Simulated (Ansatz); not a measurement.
## Phonons of NbGaB in the AlB2 type

Question: is the lattice of NbGaB in the AlB2 type stable, and if so, what are its coupling constant and resistivity?

Method: DFT PBE, scalar-relativistic, plane waves, PAW; PAW set soft_1, in Ansatz 0.2.0.

This is a report of a sequence of runs, with most program output left out.

The structure was built from a prototype and need not be the compound's stable phase.

## (1) Starting point

The structure is hexagonal, space group P-6m2 (No. 187). Conventional cell: a = 3.660 Å, b = 3.660 Å, c = 3.843 Å, α = 90.00°, β = 90.00°, γ = 120.00°. Nb has 6 Ga at 2.86 Å and 6 B at 2.86 Å nearest. Nearest to B lie 3 Ga at 2.11 Å and 6 Nb at 2.86 Å. Nearest to Ga lie 3 B at 2.11 Å and 6 Nb at 2.86 Å. Farther neighbours are not listed.

## (2) Rough relaxation

Large forces or a large pressure at the start call for a first relaxation with loose thresholds.

The input, input.yaml:

```yaml
crystal:
  lattice:
    - [3.65962, 0.0, 0.0]
    - [-1.82981, 3.16932, 0.0]
    - [0.0, 0.0, 3.8426]
  atoms:
    - { symbol: Nb, position: [0.0, 0.0, 0.0] }
    - { symbol: B, position: [0.33333333, 0.66666667, 0.5] }
    - { symbol: Ga, position: [0.66666667, 0.33333333, 0.5] }
kpoints:
  mp_grid: { grid: [6, 6, 6] }
hamiltonian:
  xc: pbe
  pseudopotentials: { kind: paw, azcp: { folder: soft_1 } }
scf:
  occupations: { method: gaussian, width: 0.1 }
output:
  forces: true
  stress: true
  eigenvalues: true
relax:
  adjacent_minimum: "off"
  f_tol: 0.05
  max_steps: 80
  cell: { stress_tol: 0.5 }
```

The run is started by

```bash
$ ansatz run input.yaml --threads 4 --pin off --max-ram 12288MiB --backend cpu --events-out ev --progress --plain --runs-dir out
```

Run time: 5 s. Hardware: 4 threads of Intel Xeon Platinum 8488C (Sapphire Rapids), shared host; peak memory 0.43 GiB.

Relaxation path:

```tsv
step	energy less that of the first step (eV)	largest force component (eV/Å)	pressure (GPa)	volume (Å³)
1	0.0000	0.0000	-17.96	44.57
2	-0.3711	0.0000	-8.60	40.92
3	-0.4906	0.0000	0.60	38.43
4	-0.4941	0.0000	0.02	38.47
5*	-0.4924	0.0000	-0.01	38.47
```

Relaxation steps marked * repeat the geometry before them on a plane-wave basis chosen anew for their cell, so energy and pressure can jump there.

The run keeps the 12 symmetry operations that it works with, so distortions that break them were not tested.

```tsv
conventional cell, symmetrised	before	after	change
a (Å)	3.660	3.600	-1.6 %
b (Å)	3.660	3.600	-1.6 %
c (Å)	3.843	3.427	-10.8 %
volume (Å³/atom)	14.86	12.82	-13.7 %
```

The relaxed structure:

```cif
data_structure
_symmetry_space_group_name_H-M 'P 1'
_symmetry_Int_Tables_number 1
_cell_length_a 3.6001
_cell_length_b 3.6001
_cell_length_c 3.4275
_cell_angle_alpha 90.000
_cell_angle_beta 90.000
_cell_angle_gamma 120.000
_cell_volume 38.47
loop_
_atom_site_label
_atom_site_type_symbol
_atom_site_fract_x
_atom_site_fract_y
_atom_site_fract_z
_atom_site_occupancy
Nb1 Nb 0.00000 0.00000 0.00000 1
B2 B 0.33333 0.66667 0.50000 1
Ga3 Ga 0.66667 0.33333 0.50000 1
```

Numbers from this step:

```yaml
pressure: -0.007872 GPa
volume_per_atom: 12.82 Å³/atom
metallic_on_mesh: yes
gap_on_the_k_mesh: 0 eV
```

The largest force is now zero by symmetry and the largest stress component 0.19 GPa.

## (3) Relaxing cell and atoms

The structure is brought to rest under this functional.

input.yaml, the sections that differ from step 2:

```yaml
crystal:
  lattice:
    - [3.600149378, 0.0, 0.0]
    - [-1.800074689, 3.1178208188, 0.0]
    - [0.0, 0.0, 3.4274777613]
  atoms:
    - { symbol: Nb, position: [0.0, 0.0, 0.0] }
    - { symbol: B, position: [0.3333333333, 0.6666666667, 0.5] }
    - { symbol: Ga, position: [0.6666666667, 0.3333333333, 0.5] }
kpoints:
  mp_grid: { grid: [9, 9, 8] }
relax:
  adjacent_minimum: "off"
  f_tol: 0.005
  max_steps: 80
  cell: { stress_tol: 0.05 }
# hamiltonian, scf, output: as in step 2
```

It took 6.2 s on 4 threads; peak memory 0.47 GiB.

The steps of the relaxation:

```tsv
step	energy less that of the first step (eV)	largest force component (eV/Å)	pressure (GPa)	volume (Å³)
1	0.0000	0.0000	0.03	38.47
2	0.0000	0.0000	-0.17	38.52
3	0.0000	0.0000	-0.03	38.49
4	0.0000	0.0000	-0.03	38.49
```

The log counts 1 steps on a newly chosen plane-wave basis, not all of them marked here; energy and pressure can jump at such steps.

```tsv
conventional cell, symmetrised	before	after	change
a (Å)	3.600	3.599	-0.0 %
b (Å)	3.600	3.599	-0.0 %
c (Å)	3.427	3.432	+0.1 %
volume (Å³/atom)	12.82	12.83	+0.1 %
```

Final coordinates:

```xyz
3
Lattice="3.5987 0.0000 0.0000 -1.7993 3.1165 0.0000 0.0000 0.0000 3.4322" Properties=species:S:1:pos:R:3 pbc="T T T"
Nb    0.0000    0.0000    0.0000
B     0.0000    2.0777    1.7161
Ga    1.7993    1.0388    1.7161
```

This step gave:

```yaml
pressure: -0.03416 GPa
volume_per_atom: 12.83 Å³/atom
```

The largest force is now zero by symmetry and the largest stress component 0.043 GPa.

## (4) Relaxing tightly for phonons

No force is left; the cell is relaxed once more with another smearing and tight thresholds.

input.yaml, the sections that differ from step 3:

```yaml
crystal:
  lattice:
    - [3.5986556197, 0.0, 0.0]
    - [-1.7993278099, 3.1165271862, 0.0]
    - [0.0, 0.0, 3.4321984847]
  atoms:
    - { symbol: Nb, position: [0.0, 0.0, 0.0] }
    - { symbol: B, position: [0.3333333333, 0.6666666667, 0.5] }
    - { symbol: Ga, position: [0.6666666667, 0.3333333333, 0.5] }
scf:
  occupations: { method: methfessel_paxton, width: 0.2 }
relax:
  adjacent_minimum: "off"
  f_tol: 0.001
  max_steps: 60
  cell: { stress_tol: 0.01 }
# kpoints, hamiltonian, output: as in step 3
```

Wall time 5.4 s (4 threads); peak memory 0.48 GiB.

Little changed from the start: no atom moved by 0.005 Å and no cell edge by 0.1 %.

This step gave:

- pressure: 0.002486 GPa

The largest force is now zero by symmetry and the largest stress component 0.0050 GPa, small enough for phonons.

## (5) Lattice stability: q 2×2×2, k 6×6×4

Before any scattering is computed, the phonons show whether the structure is a minimum.

The input, input.yaml:

```yaml
crystal:
  lattice:
    - [3.5982392614, 0.0, 0.0]
    - [-1.7991196307, 3.1161666093, 0.0]
    - [0.0, 0.0, 3.4318049026]
  atoms:
    - { symbol: Nb, position: [0.0, 0.0, 0.0] }
    - { symbol: B, position: [0.3333333333, 0.6666666667, 0.5] }
    - { symbol: Ga, position: [0.6666666667, 0.3333333333, 0.5] }
kpoints:
  mp_grid: { grid: [6, 6, 4] }
hamiltonian:
  xc: pbe
  pseudopotentials: { kind: paw, azcp: { folder: soft_1 } }
scf:
  occupations: { method: methfessel_paxton, width: 0.2 }
output:
  eigenvalues: true
phonons:
  method: dfpt
  qmesh: [2, 2, 2]
  temperatures: { t_max: 1000, t_step: 50 }
  qpath:
    path:
      - [[0.0, 0.0, 0.0], [0.5, 0.0, 0.0], [0.33333333, 0.33333333, 0.0], [0.0, 0.0, 0.0], [0.0, 0.0, 0.5], [0.5, 0.0, 0.5], [0.33333333, 0.33333333, 0.5], [0.0, 0.0, 0.5]]
      - [[0.5, 0.0, 0.5], [0.5, 0.0, 0.0]]
      - [[0.33333333, 0.33333333, 0.5], [0.33333333, 0.33333333, 0.0]]
    npoints: 10
```

Elapsed: 21 s, on 4 threads; peak memory 0.57 GiB; 73 s of CPU time.

Numbers from this step:

| Property | Result |
| --- | --- |
| share of imaginary modes in the plain interpolation between solved wavevectors | 0.1448 |
| highest frequency, solved or plainly interpolated | 617.6 cm⁻¹ |

Solved on the 2×2×2 mesh alone; all other wavevectors are interpolated. The phonon branches at the labelled points (cm⁻¹):

```tsv
point	branch 1	branch 2	branch 3	branch 4	branch 5	branch 6	branch 7	branch 8	branch 9
Γ	-54	0	0	0	203	203	245	591	591
halfway	-86	39	86	89	218	228	239	588	598
M	-105	53	87	130	202	232	273	586	611
halfway	-98	59	113	136	194	205	289	583	614
K	-91	71	135	146	180	180	299	581	618
halfway	-89	22	96	111	205	222	257	587	602
Γ	-54	0	0	0	203	203	245	591	591
halfway	43	43	92	159	188	188	250	588	588
A	43	43	138	176	176	214	266	586	586
halfway	-76	-36	165	174	203	248	256	587	587
L	-81	-67	145	172	214	249	300	586	589
halfway	-100	-34	94	221	224	244	292	575	598
H	-108	18	64	231	236	265	273	569	601
halfway	-86	-32	135	205	213	243	259	582	592
A	43	43	138	176	176	214	266	586	586
jump to L	-81	-67	145	172	214	249	300	586	589
halfway	-80	8	140	168	202	215	288	587	598
M	-105	53	87	130	202	232	273	586	611
jump to H	-108	18	64	231	236	265	273	569	601
halfway	-23	-16	92	160	218	236	286	575	609
K	-91	71	135	146	180	180	299	581	618
```

Lowest modes at the softest wavevector of the mesh. Modes at q = (0.500, 0.500, 0.000), with each element's share of the kinetic energy (negative means imaginary):

```tsv
mode	frequency (cm⁻¹)	Nb %	B %	Ga %
1	-104.6	0	92	8
2	53.4	54	5	40
3	86.6	96	0	4
4	130.0	79	3	19
5	202.3	21	5	73
6	232.0	45	8	47
```

Displacements in mode 1 (-104.6 cm⁻¹), the largest set to 1, in the home cell:
```
Nb1  0.00  0.00 -0.01
B2   0.00  0.00 -1.00
Ga3  0.00  0.00 -0.11
```

Displacements in mode 6 (232.0 cm⁻¹), the largest set to 1, in the home cell:
```
Nb1  0.47  0.81  0.00
B2   0.58  1.00  0.00
Ga3 -0.55 -0.95  0.00
```

Among the solved wavevectors the lowest mode, translations apart, is -105 cm⁻¹, imaginary.

## (6) Lattice stability: q 3×3×2, k 9×9×6

An imaginary mode on so few k-points may come from the sampling, so the phonons are repeated with another q and k mesh.

input.yaml: that of step 5 with these lines changed.

```diff
@@ -10,3 +10,3 @@
 kpoints:
-  mp_grid: { grid: [6, 6, 4] }
+  mp_grid: { grid: [9, 9, 6] }
 hamiltonian:
@@ -20,3 +20,3 @@
   method: dfpt
-  qmesh: [2, 2, 2]
+  qmesh: [3, 3, 2]
   temperatures: { t_max: 1000, t_step: 50 }
```

Wall time 87 s (4 threads); peak memory 0.76 GiB; 5.4 min of CPU time.

This step gave:

| Property | Result |
| --- | --- |
| share of imaginary modes in the plain interpolation between solved wavevectors | 0.0885 |
| highest frequency, solved or plainly interpolated | 633.0 cm⁻¹ |

Solved on the 3×3×2 mesh alone; all other wavevectors are interpolated. Phonon branches along the path, in cm⁻¹:

```tsv
point	branch 1	branch 2	branch 3	branch 4	branch 5	branch 6	branch 7	branch 8	branch 9
Γ	-82	0	0	0	209	209	241	578	578
halfway	-92	38	94	122	224	226	249	586	597
M	-94	50	146	149	203	235	273	592	621
halfway	-83	74	144	156	196	207	288	588	627
K	-71	94	142	177	179	182	297	585	633
halfway	-90	57	107	126	219	220	263	586	604
Γ	-82	0	0	0	209	209	241	578	578
halfway	80	80	87	163	198	198	248	581	581
A	122	122	143	180	180	201	281	584	584
halfway	-28	117	157	176	193	248	251	593	593
L	-35	128	141	174	184	262	300	595	600
halfway	40	103	108	222	224	261	292	578	614
H	63	85	102	251	256	265	274	570	620
halfway	-32	108	132	205	211	241	254	586	602
A	122	122	143	180	180	201	281	584	584
jump to L	-35	128	141	174	184	262	300	595	600
halfway	-45	83	140	176	213	222	288	596	608
M	-94	50	146	149	203	235	273	592	621
jump to H	63	85	102	251	256	265	274	570	620
halfway	56	93	115	188	226	240	288	578	626
K	-71	94	142	177	179	182	297	585	633
```

Lowest modes at the softest wavevector of the mesh. Modes at q = (-0.333, 0.000, 0.000), with each element's share of the kinetic energy (negative means imaginary):

```tsv
mode	frequency (cm⁻¹)	Nb %	B %	Ga %
1	-93.8	3	89	8
2	45.4	57	5	38
3	120.1	61	9	30
4	139.8	89	1	10
5	214.7	36	2	62
6	231.0	43	7	50
```

Displacements in mode 1 (-93.8 cm⁻¹), the largest set to 1, in the home cell (x, y, z of the real part, then of the imaginary part):
```
Nb1  0.00  0.00 -0.03  0.00  0.00 -0.06
B2   0.00  0.00  1.00  0.00  0.00  0.00
Ga3  0.00  0.00 -0.12  0.00  0.00  0.02
```

Displacements in mode 2 (45.4 cm⁻¹), the largest set to 1, in the home cell (x, y, z of the real part, then of the imaginary part):
```
Nb1 -0.45  0.77  0.00  0.37 -0.64  0.00
B2   0.47 -0.82  0.00  0.17 -0.29  0.00
Ga3  0.52 -0.89  0.00  0.16 -0.29  0.00
```

The modes has structure finer than the step of the table below, so its rows give means over 20 cm⁻¹, whole bins alone (the curve runs from -104 to 662 cm⁻¹). Peaks (cm⁻¹: height): B -80.0: 0.00876, 589.4: 0.0621; Ga -46.3: 0.0032, 136.7: 0.00678, 223.4: 0.0241, 281.2: 0.0204, 589.4: 0.00608; Nb -46.3: 0.0065, 98.2: 0.0182, 141.5: 0.0186, 223.4: 0.0148.

Phonopy on the run's constants, 19x19x17 mesh, Gaussian sigma 5.5 cm⁻¹. The modes by wavenumber; means over each step; values in 1/cm⁻¹/cell:

```tsv
wavenumber (cm⁻¹)	B	Ga	Nb
-80	0.00802	0.00108	0.00114
-60	0.00508	0.00214	0.00377
-40	0.00293	0.00271	0.00573
-20	9.5e-4	0.00104	0.00224
0	1.8e-4	3.0e-4	5.9e-4
20	4.9e-4	8.7e-4	0.00165
40	8.4e-4	0.00228	0.00391
60	9.7e-4	0.00382	0.00663
80	0.00153	0.00522	0.0112
100	0.00236	0.00562	0.0174
120	0.00272	0.00480	0.0144
140	0.00360	0.00599	0.0171
160	0.00269	0.00364	0.0144
180	0.00543	0.00865	0.00679
200	0.00561	0.0193	0.00898
220	0.00515	0.0233	0.0139
240	0.00410	0.0159	0.0101
260	0.00295	0.0118	0.00502
280	8.1e-4	0.0176	0.00370
300	9.4e-5	0.00526	0.00118
320	0	1.6e-5	4.2e-6
340	0	0	0
360	0	0	0
380	0	0	0
400	0	0	0
420	0	0	0
440	0	0	0
460	0	0	0
480	0	0	0
500	0	0	0
520	0	0	0
540	0	0	0
560	9.4e-4	3.3e-5	0
580	0.0360	0.00323	1.9e-5
600	0.0348	0.00336	1.4e-5
620	0.0179	0.00166	5.3e-6
640	0.00179	2.0e-4	0
```

No LO-TO term; unit eigenvectors of the mass-weighted matrix. Modes at Γ, with each element's share of the kinetic energy (negative means imaginary):

```tsv
mode	frequency (cm⁻¹)	symmetry	Nb %	B %	Ga %
1	-82.0	A2''	1	92	6
2	0.0	unnamed	54	6	40
3	0.0	unnamed	54	6	40
4	0.0	unnamed	54	6	40
5	209.0	E'	46	9	45
6	209.0	E'	46	9	45
7	241.4	A2''	45	1	53
8	578.4	E'	0	85	15
9	578.4	E'	0	85	15
```

Displacements in mode 1 (-82.0 cm⁻¹), the largest set to 1:
```
Nb1  0.00  0.00 -0.04
B2   0.00  0.00  1.00
Ga3  0.00  0.00 -0.10
```

Displacements in mode 5 (209.0 cm⁻¹), the largest set to 1:
```
Nb1  0.00  0.79  0.00
B2   0.00 -1.00  0.00
Ga3  0.00 -0.90  0.00
```

Among the solved wavevectors the lowest mode, translations apart, is -93.8 cm⁻¹, imaginary.

## (7) Phonons by linear response: Fermi–Dirac smearing of 0.3 eV

The phonons are repeated on the same meshes with a wide Fermi–Dirac smearing, to see whether the soft mode comes from sharp features of the Fermi surface.

input.yaml: that of step 6 with these lines changed.

```diff
@@ -15,3 +15,3 @@
 scf:
-  occupations: { method: methfessel_paxton, width: 0.2 }
+  occupations: { method: fermi_dirac, width: 0.3 }
 output:
```

The job ended after 92 s (4 threads; peak memory 0.78 GiB).

Numbers from this step:

* share of imaginary modes in the plain interpolation between solved wavevectors: 0.0581
* highest frequency, solved or plainly interpolated: 628.9 cm⁻¹

Solved on the 3×3×2 mesh alone; all other wavevectors are interpolated. Phonon branches along the path, in cm⁻¹:

```tsv
point	branch 1	branch 2	branch 3	branch 4	branch 5	branch 6	branch 7	branch 8	branch 9
Γ	-18	0	0	0	216	216	242	582	582
halfway	-32	35	100	116	226	226	247	586	593
M	-26	48	138	146	203	234	272	591	612
halfway	28	77	139	153	196	206	288	586	622
K	44	100	145	168	180	180	298	583	629
halfway	-18	52	110	122	217	221	262	584	601
Γ	-18	0	0	0	216	216	242	582	582
halfway	78	78	87	156	202	202	244	581	581
A	120	120	142	174	179	179	273	580	580
halfway	40	130	137	175	202	249	251	589	589
L	-33	125	138	170	204	261	298	592	595
halfway	7	86	115	218	228	258	290	573	609
H	39	62	96	247	254	258	273	564	614
halfway	32	116	123	199	217	246	253	582	598
A	120	120	142	174	179	179	273	580	580
jump to L	-33	125	138	170	204	261	298	592	595
halfway	11	86	143	178	212	222	287	593	602
M	-26	48	138	146	203	234	272	591	612
jump to H	39	62	96	247	254	258	273	564	614
halfway	70	87	104	192	225	234	287	573	621
K	44	100	145	168	180	180	298	583	629
```

Lowest modes at the softest wavevector of the mesh. Modes at q = (0.333, -0.333, 0.000), with each element's share of the kinetic energy (negative means imaginary):

```tsv
mode	frequency (cm⁻¹)	Nb %	B %	Ga %
1	-31.7	6	81	13
2	42.3	56	5	39
3	123.7	57	17	26
4	129.9	90	0	9
5	216.4	37	2	61
6	229.8	43	8	49
```

Displacements in mode 1 (-31.7 cm⁻¹), the largest set to 1, in the home cell (x, y, z of the real part, then of the imaginary part):
```
Nb1  0.00  0.00  0.00  0.00  0.00 -0.10
B2   0.00  0.00  1.00  0.00  0.00  0.01
Ga3  0.00  0.00  0.07  0.00  0.00 -0.14
```

Displacements in mode 5 (216.4 cm⁻¹), the largest set to 1, in the home cell (x, y, z of the real part, then of the imaginary part):
```
Nb1  0.00  0.00 -0.61  0.00  0.00  0.27
B2   0.00  0.00 -0.11  0.00  0.00 -0.45
Ga3  0.00  0.00  0.99  0.00  0.00  0.12
```

Among the solved wavevectors the lowest mode, translations apart, is -31.7 cm⁻¹, imaginary.

## (8) Summary of results

| Quantity | Value |
| --- | --- |
| phonon run of the rows without a label of their own | PBE, q 3×3×2, k 9×9×6 |
| softest mode on the q mesh | -93.8 cm⁻¹ at q = (-0.333, 0, 0) |
| highest frequency, solved or plainly interpolated | 633 cm⁻¹ |

What this shows: The lattice is dynamically unstable at this level: a mode at q = (-0.333, 0, 0) is imaginary, 93.8i cm⁻¹, so no harmonic coupling constant or resistivity is defined for this structure. These meshes are coarse, and single modes of a metal can move by tens of cm⁻¹ with the k mesh. The coarser mesh found an imaginary mode at another wavevector, which this mesh lacks. The phonon runs are not spin-polarised. The structure was built by hand as an ordered model, and its stability against other phases was not tested.

[Logs are printed without paths, hosts, clocks, repeated set-up lines and the standing remarks that a program may print on its own settings, such as how far it seeks lower states.]

[Hosts, paths, dates, database ids (printed as entryN), source tags and the programs' standing remarks are cut or masked in the printed files.]
